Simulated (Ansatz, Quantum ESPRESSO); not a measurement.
# TePd (P6_3/mmc): electron–phonon coupling with Quantum ESPRESSO, part 2 of 2

Each step names its level of theory.

So far. Step 2 (Tight relaxation): The largest force is now zero by symmetry and the largest stress component 4.1e-4 GPa. Step 3 (Second program, ground state): With these potentials, mesh and smearing the cell is at 1.3 GPa. The relaxed cell has a = 4.157, c = 5.612 Å (conventional setting).

## Step 4: Phonons and couplings with ph.x: Fermi–Dirac smearing of 0.1 eV

Level of this step: DFT PBEsol, scalar-relativistic, plane waves, GBRV ultrasoft pseudopotentials (Quantum ESPRESSO).

ph.x gives each mode's frequency and linewidth; λ of a mode follows from Gaussian double-delta sums over the k mesh, here at four widths.

File ph.in:

```
phonons and couplings
 &inputph
    prefix='x',
    outdir='./tmp',
    tr2_ph=1.0d-15,
    fildyn='x.dyn',
    fildvscf='dvscf',
    ldisp=.true.,
    nq1=2,
    nq2=2,
    nq3=2,
    electron_phonon='simple',
    el_ph_ngauss=0,
    el_ph_sigma=0.00734986,
    el_ph_nsigma=4,
    alpha_mix(1)=0.5,
    amass(1)=127.6,
    amass(2)=106.42,
 /
```

The run is started by

```bash
> OMP_NUM_THREADS=1 mpirun -n 8 ph.x -nk 8 -in ph.in > ph.x.log
```

What it wrote:

```text
[banner, memory and clock lines left out]
Program PHONON v.7.5

     ./tmp/x.save/

     IMPORTANT: XC functional enforced from input :
     Exchange-correlation= PBESOL
                           (   1   4  10   8   0   0   0)
     Any further DFT definition will be discarded
     Please, verify this is what you really want

     G-vector sticks info

     negative rho (up, down):  1.458E-01 0.000E+00
     Reading collected, re-writing distributed wavefunctions in ./tmp/

     Dynamical matrices for ( 2, 2, 2)  uniform grid of q-points
     (   4 q-points):
       N         xq(1)         xq(2)         xq(3)
       1   0.000000000   0.000000000   0.000000000
       2   0.000000000   0.000000000  -0.370385874
       3   0.000000000  -0.577350269   0.000000000
       4   0.000000000  -0.577350269  -0.370385874

     Number and degeneracy of irreps per q-point
       N         xq(1)         xq(2)         xq(3)   N irreps
       1   0.000000000   0.000000000   0.000000000       8
        1   2   1   1   1   2   2   2
       2   0.000000000   0.000000000  -0.370385874       4
        4   2   2   4
       3   0.000000000  -0.577350269   0.000000000      12
     No degeneracy
       4   0.000000000  -0.577350269  -0.370385874       6
        2   2   2   2   2   2

     Saving dvscf to file. Distribute only q points, not irreducible representations.

     Calculation of q =    0.0000000   0.0000000   0.0000000

     phonons and couplings

     bravais-lattice index     =            4
     lattice parameter (alat)  =       7.8563  a.u.
     unit-cell volume          =     566.8825 (a.u.)^3
     number of atoms/cell      =            4
     number of atomic types    =            2
     kinetic-energy cut-off    =      45.0000  Ry
     charge density cut-off    =     360.0000  Ry
     convergence threshold     =      1.0E-15
     beta                      =       0.5000
     number of iterations used =            4
     Exchange-correlation= PBESOL
                           (   1   4  10   8   0   0   0)

     celldm(1)=    7.85626  celldm(2)=    0.00000  celldm(3)=    1.34994
     celldm(4)=    0.00000  celldm(5)=    0.00000  celldm(6)=    0.00000

     crystal axes: (cart. coord. in units of alat)
               a(1) = (  1.0000  0.0000  0.0000 )
               a(2) = ( -0.5000  0.8660  0.0000 )
               a(3) = (  0.0000  0.0000  1.3499 )

     reciprocal axes: (cart. coord. in units 2 pi/alat)
               b(1) = (  1.0000  0.5774 -0.0000 )
               b(2) = (  0.0000  1.1547  0.0000 )
               b(3) = (  0.0000 -0.0000  0.7408 )

     Atoms inside the unit cell:

     Cartesian axes

     site n.  atom      mass           positions (alat units)
        1  Te    127.6000   tau(    1) = (   -0.00000    0.57735    0.33749  )
        2  Te    127.6000   tau(    2) = (    0.50000    0.28868    1.01246  )
        3  Pd    106.4200   tau(    3) = (    0.00000    0.00000    0.00000  )
        4  Pd    106.4200   tau(    4) = (    0.00000    0.00000    0.67497  )

     Computing dynamical matrix for
                    q = (   0.0000000   0.0000000   0.0000000 )

     25 Sym.Ops. (with q -> -q+G )

     G cutoff =  562.8258  (  65267 G-vectors)     FFT grid: ( 48, 48, 72)
     G cutoff =  281.4129  (  23109 G-vectors)  smooth grid: ( 36, 36, 48)

     number of k points=    21  Fermi-Dirac smearing, width (Ry)=  0.0073

     PseudoPot. # 1 for Te read from file:
     ./pseudo/Te.upf
     Pseudo is Ultrasoft + core correction, Zval =  6.0
     Using radial grid of  891 points,  5 beta functions with:
                l(1) =   0
                l(2) =   0
                l(3) =   1
                l(4) =   1
                l(5) =   2
     Q(r) pseudized with  6 coefficients,  rinner =    1.800   1.800   1.800
                                                       1.800   1.800

     PseudoPot. # 2 for Pd read from file:
     ./pseudo/Pd.upf
     Pseudo is Ultrasoft + core correction, Zval = 16.0
     Using radial grid of  887 points,  6 beta functions with:
                l(1) =   0
                l(2) =   0
                l(3) =   1
                l(4) =   1
                l(5) =   2
[...]
Q(r) pseudized with  8 coefficients,  rinner =    1.130   1.130   1.130
                                                       1.130   1.130

     Mode symmetry, D_6h(6/mmm) point group:

     Atomic displacements:
     There are    8 irreducible representations

     Representation     1      1 modes -  To be done

     Representation     2      2 modes -  To be done

     Representation     3      1 modes -  To be done

     Representation     4      1 modes -  To be done

     Representation     5      1 modes -  To be done

     Representation     6      2 modes -  To be done

     Representation     7      2 modes -  To be done

     Representation     8      2 modes -  To be done

     Alpha used in Ewald sum =   2.8000

     negative rho (up, down):  1.458E-01 0.000E+00

     Representation #   1 mode #   1

     Self-consistent Calculation

     Pert. #  1: Fermi energy shift (Ry) =     0.0000E+00     0.0000E+00

      thresh= 1.000E-02 alpha_mix =  0.500 |ddv_scf|^2 =  8.070E-06

     Pert. #  1: Fermi energy shift (Ry) =     0.0000E+00     0.0000E+00

      thresh= 2.841E-04 alpha_mix =  0.500 |ddv_scf|^2 =  4.500E-05

[...]
the Fermi energy is    12.3450 ev

     Writing config to output data dir ./tmp/_ph0/x.q_4/x.save/ :
     XML data file

     phonons and couplings

     bravais-lattice index     =            4
     lattice parameter (alat)  =       7.8563  a.u.
     unit-cell volume          =     566.8825 (a.u.)^3
     number of atoms/cell      =            4
     number of atomic types    =            2
     kinetic-energy cut-off    =      45.0000  Ry
     charge density cut-off    =     360.0000  Ry
     convergence threshold     =      1.0E-15
     beta                      =       0.5000
     number of iterations used =            4
     Exchange-correlation= PBESOL
                           (   1   4  10   8   0   0   0)

     celldm(1)=    7.85626  celldm(2)=    0.00000  celldm(3)=    1.34994
     celldm(4)=    0.00000  celldm(5)=    0.00000  celldm(6)=    0.00000

     crystal axes: (cart. coord. in units of alat)
               a(1) = (  1.0000  0.0000  0.0000 )
               a(2) = ( -0.5000  0.8660  0.0000 )
               a(3) = (  0.0000  0.0000  1.3499 )

     reciprocal axes: (cart. coord. in units 2 pi/alat)
               b(1) = (  1.0000  0.5774 -0.0000 )
               b(2) = (  0.0000  1.1547  0.0000 )
               b(3) = (  0.0000 -0.0000  0.7408 )

     Atoms inside the unit cell:

     Cartesian axes

     site n.  atom      mass           positions (alat units)
        1  Te    127.6000   tau(    1) = (   -0.00000    0.57735    0.33749  )
        2  Te    127.6000   tau(    2) = (    0.50000    0.28868    1.01246  )
        3  Pd    106.4200   tau(    3) = (    0.00000    0.00000    0.00000  )
        4  Pd    106.4200   tau(    4) = (    0.00000    0.00000    0.67497  )

     Computing dynamical matrix for
                    q = (   0.0000000  -0.5773503  -0.3703859 )

      9 Sym.Ops. (with q -> -q+G )

     G cutoff =  562.8258  (  65267 G-vectors)     FFT grid: ( 48, 48, 72)
     G cutoff =  281.4129  (  23109 G-vectors)  smooth grid: ( 36, 36, 48)

     number of k points=    78  Fermi-Dirac smearing, width (Ry)=  0.0073

     PseudoPot. # 1 for Te read from file:
     ./pseudo/Te.upf
     Pseudo is Ultrasoft + core correction, Zval =  6.0
     Using radial grid of  891 points,  5 beta functions with:
[...]
Q(r) pseudized with  6 coefficients,  rinner =    1.800   1.800   1.800
                                                       1.800   1.800

     PseudoPot. # 2 for Pd read from file:
     ./pseudo/Pd.upf
     Pseudo is Ultrasoft + core correction, Zval = 16.0
     Using radial grid of  887 points,  6 beta functions with:
[...]
l(2) =   0
                l(3) =   1
                l(4) =   1
                l(5) =   2
                l(6) =   2
     Q(r) pseudized with  8 coefficients,  rinner =    1.130   1.130   1.130
                                                       1.130   1.130

     Atomic displacements:
     There are    6 irreducible representations

[...]
Representation     2      2 modes -  To be done

     Representation     3      2 modes -  To be done

     Representation     4      2 modes -  To be done

     Representation     5      2 modes -  To be done

     Representation     6      2 modes -  To be done

     Alpha used in Ewald sum =   2.8000

     negative rho (up, down):  1.458E-01 0.000E+00

     Representation #   1 modes #   1   2

[...]
Representation #   2 modes #   3   4

     Self-consistent Calculation

[...]
End of self-consistent calculation

     Convergence has been achieved

     Representation #   3 modes #   5   6

     Self-consistent Calculation

[...]
End of self-consistent calculation

     Convergence has been achieved

     Representation #   4 modes #   7   8

     Self-consistent Calculation

[...]
End of self-consistent calculation

     Convergence has been achieved

     Representation #   5 modes #   9  10

     Self-consistent Calculation

[...]
End of self-consistent calculation

     Convergence has been achieved

     Representation #   6 modes #  11  12

     Self-consistent Calculation

[...]
thresh= 4.453E-06 alpha_mix =  0.500 |ddv_scf|^2 =  3.533E-10

      thresh= 1.880E-06 alpha_mix =  0.500 |ddv_scf|^2 =  1.775E-12

      thresh= 1.332E-07 alpha_mix =  0.500 |ddv_scf|^2 =  4.960E-14

      thresh= 2.227E-08 alpha_mix =  0.500 |ddv_scf|^2 =  3.217E-15

      thresh= 5.672E-09 alpha_mix =  0.500 |ddv_scf|^2 =  5.659E-17

     End of self-consistent calculation

     Convergence has been achieved

     Number of q in the star =    3
     List of q in the star:
          1   0.000000000  -0.577350269  -0.370385874
          2   0.500000000   0.288675135   0.370385874
          3  -0.500000000   0.288675135   0.370385874

     Diagonalizing the dynamical matrix

     q = (    0.000000000  -0.577350269  -0.370385874 )

 **************************************************************************
[...]
freq (    8) =       3.976845 [THz] =     132.653271 [cm-1]
     freq (    9) =       4.064898 [THz] =     135.590399 [cm-1]
     freq (   10) =       4.064898 [THz] =     135.590399 [cm-1]
     freq (   11) =       5.181527 [THz] =     172.837125 [cm-1]
     freq (   12) =       5.181527 [THz] =     172.837125 [cm-1]
 **************************************************************************

     Gaussian Broadening:   0.007 Ry, ngauss=   0
     DOS = 31.780353 states/spin/Ry/Unit Cell at Ef= 12.339128 eV
     double delta at Ef =**********
[...]
Gaussian Broadening:   0.015 Ry, ngauss=   0
     DOS = 19.871712 states/spin/Ry/Unit Cell at Ef= 12.340244 eV
     double delta at Ef =449.375079
[...]
Gaussian Broadening:   0.022 Ry, ngauss=   0
     DOS = 16.118663 states/spin/Ry/Unit Cell at Ef= 12.351660 eV
     double delta at Ef =420.093252
[...]
Gaussian Broadening:   0.029 Ry, ngauss=   0
     DOS = 15.010762 states/spin/Ry/Unit Cell at Ef= 12.364876 eV
     double delta at Ef =413.160881
[...]
lambda(    8)=  0.0319   gamma=    7.24 GHz
     lambda(    9)=  0.0285   gamma=    6.75 GHz
     lambda(   10)=  0.0285   gamma=    6.75 GHz
     lambda(   11)=  0.0112   gamma=    4.33 GHz
     lambda(   12)=  0.0112   gamma=    4.33 GHz
```

Elapsed: 19 min, on 8 MPI ranks of Arm Neoverse V2, shared host; 2.6 h of CPU time.

This step gave:

```yaml
highest_frequency_solved_or_plainly_interpolated: 203.4 cm⁻¹
omega_log_against_width: 8.738, 8.681, 8.818, 8.955 meV, at widths 0.1 to 0.4 eV
```

As ph.x prints them, no sum rule imposed; at the zone centre the sum is no linewidth. Double-delta sums, the first 40 of 48 rows:

```
q1    q2    q3  star  mode  omega (meV)  lambda_q, sigma 0.1 eV  lambda_q, sigma 0.2 eV  lambda_q, sigma 0.3 eV  lambda_q, sigma 0.4 eV  half width at sigma 0.2 (meV)
 0     0     0     1     1      -0.6399                       0                       0                       0                       0                        1.24e-4
 0     0     0     1     2      -0.6399                       0                       0                       0                       0                        1.24e-4
 0     0     0     1     3       -0.596                       0                       0                       0                       0                              0
 0     0     0     1     4         10.4                  0.0147                  0.0107                  0.0149                  0.0289                       0.005335
 0     0     0     1     5         10.4                  0.0147                  0.0107                  0.0149                  0.0289                       0.005335
 0     0     0     1     6        13.68                  0.4219                  0.2381                  0.1554                  0.1176                         0.2045
 0     0     0     1     7        13.68                  0.4219                  0.2381                  0.1554                  0.1176                         0.2045
 0     0     0     1     8        14.73                  0.6265                  0.4386                  0.2773                  0.1898                         0.4368
 0     0     0     1     9        15.52                       0                       0                 6.00e-4                  0.0025                              0
 0     0     0     1    10        17.72                   0.278                  0.1622                  0.0977                  0.0678                         0.2335
 0     0     0     1    11        17.72                   0.278                  0.1622                  0.0977                  0.0678                         0.2335
 0     0     0     1    12        23.68                   0.048                  0.0267                  0.0162                  0.0124                        0.06865
 0     0  -0.5     1     1        6.697                  0.0308                  0.0274                  0.0333                  0.0352                       0.005625
 0     0  -0.5     1     2        6.697                  0.0308                  0.0274                  0.0333                  0.0352                       0.005625
 0     0  -0.5     1     3        6.697                  0.0308                  0.0274                  0.0333                  0.0352                       0.005625
 0     0  -0.5     1     4        6.697                  0.0308                  0.0274                  0.0333                  0.0352                       0.005625
 0     0  -0.5     1     5        12.97                  0.0439                  0.0255                  0.0219                  0.0204                        0.01969
 0     0  -0.5     1     6        12.97                  0.0439                  0.0255                  0.0219                  0.0204                        0.01969
 0     0  -0.5     1     7        17.95                  0.0299                  0.0162                  0.0159                  0.0184                        0.02395
 0     0  -0.5     1     8        17.95                  0.0299                  0.0162                  0.0159                  0.0184                        0.02395
 0     0  -0.5     1     9        17.95                  0.0299                  0.0162                  0.0159                  0.0184                        0.02395
 0     0  -0.5     1    10        17.95                  0.0299                  0.0162                  0.0159                  0.0184                        0.02395
 0     0  -0.5     1    11        19.18                  0.0238                  0.0203                  0.0254                  0.0241                        0.03433
 0     0  -0.5     1    12        19.18                  0.0238                  0.0203                  0.0254                  0.0241                        0.03433
 0  -0.5     0     3     1        4.112                  0.6911                  0.4328                  0.3677                  0.3305                        0.03358
 0  -0.5     0     3     2        7.405                  0.1731                  0.0939                  0.0616                  0.0516                        0.02361
 0  -0.5     0     3     3         9.49                  0.2826                  0.1402                   0.088                  0.0712                        0.05794
 0  -0.5     0     3     4         11.7                  0.0524                  0.0293                  0.0268                  0.0288                        0.01845
 0  -0.5     0     3     5        12.55                  0.0632                  0.0534                  0.0549                  0.0558                        0.03859
 0  -0.5     0     3     6        13.11                  0.0174                  0.0133                  0.0104                  0.0135                         0.0105
 0  -0.5     0     3     7        13.18                  0.0414                  0.0246                  0.0198                  0.0226                         0.0196
 0  -0.5     0     3     8        15.49                  0.2394                  0.1189                  0.0703                  0.0474                         0.1308
 0  -0.5     0     3     9        16.55                  0.0045                  0.0113                  0.0144                  0.0165                        0.01414
 0  -0.5     0     3    10        18.03                  0.0428                  0.0279                  0.0239                  0.0234                         0.0416
 0  -0.5     0     3    11        20.25                  0.0233                  0.0205                  0.0201                  0.0191                        0.03863
 0  -0.5     0     3    12        25.22                  0.0373                  0.0182                  0.0114                  0.0099                         0.0531
 0  -0.5  -0.5     3     1        8.378                  0.0076                  0.0206                  0.0415                  0.0538                       0.006658
 0  -0.5  -0.5     3     2        8.378                  0.0076                  0.0206                  0.0415                  0.0538                       0.006658
 0  -0.5  -0.5     3     3        8.558                  0.2029                  0.1061                  0.0907                  0.0899                        0.03565
 0  -0.5  -0.5     3     4        8.558                  0.2029                  0.1061                  0.0907                  0.0899                        0.03565
```

Mean over the q mesh without its centre; few wavevectors enter, so none of the widths can be taken as converged. The coupling constant λ, lambda by Gaussian width:

```
Gaussian width (eV)  coupling constant λ, lambda
              0.100                         1.12
              0.200                        0.673
              0.300                        0.594
              0.400                        0.571
```

λ runs from 1.12 at 0.1 eV to 0.571 at 0.4 eV.

## Step 5: Results

```json
{"phonon run of the rows without a label of their own": "PBEsol, q 2×2×2, k 6×6×4", "coupling λ by Gaussian sums at 0.2 eV, Quantum ESPRESSO, GBRV, cutoff 612 eV, q 2×2×2, k 6×6×4": "0.673"}
```

Under gradient-corrected functionals ph.x can misplace modes where the density is low; no frozen-phonon run checks these frequencies. In the last run that gave them, λ from the Gaussian sums still varies by a factor of 2.0 between widths of 0.1 and 0.4 eV; these sums hold few wavevectors and leave out the zone centre.

[Logs are printed without paths, hosts, clocks, repeated set-up lines and the standing remarks that a program may print on its own settings, such as how far it seeks lower states.]

[Hosts, paths, dates, database ids (printed as entryN), source tags and the programs' standing remarks are cut or masked in the printed files.]
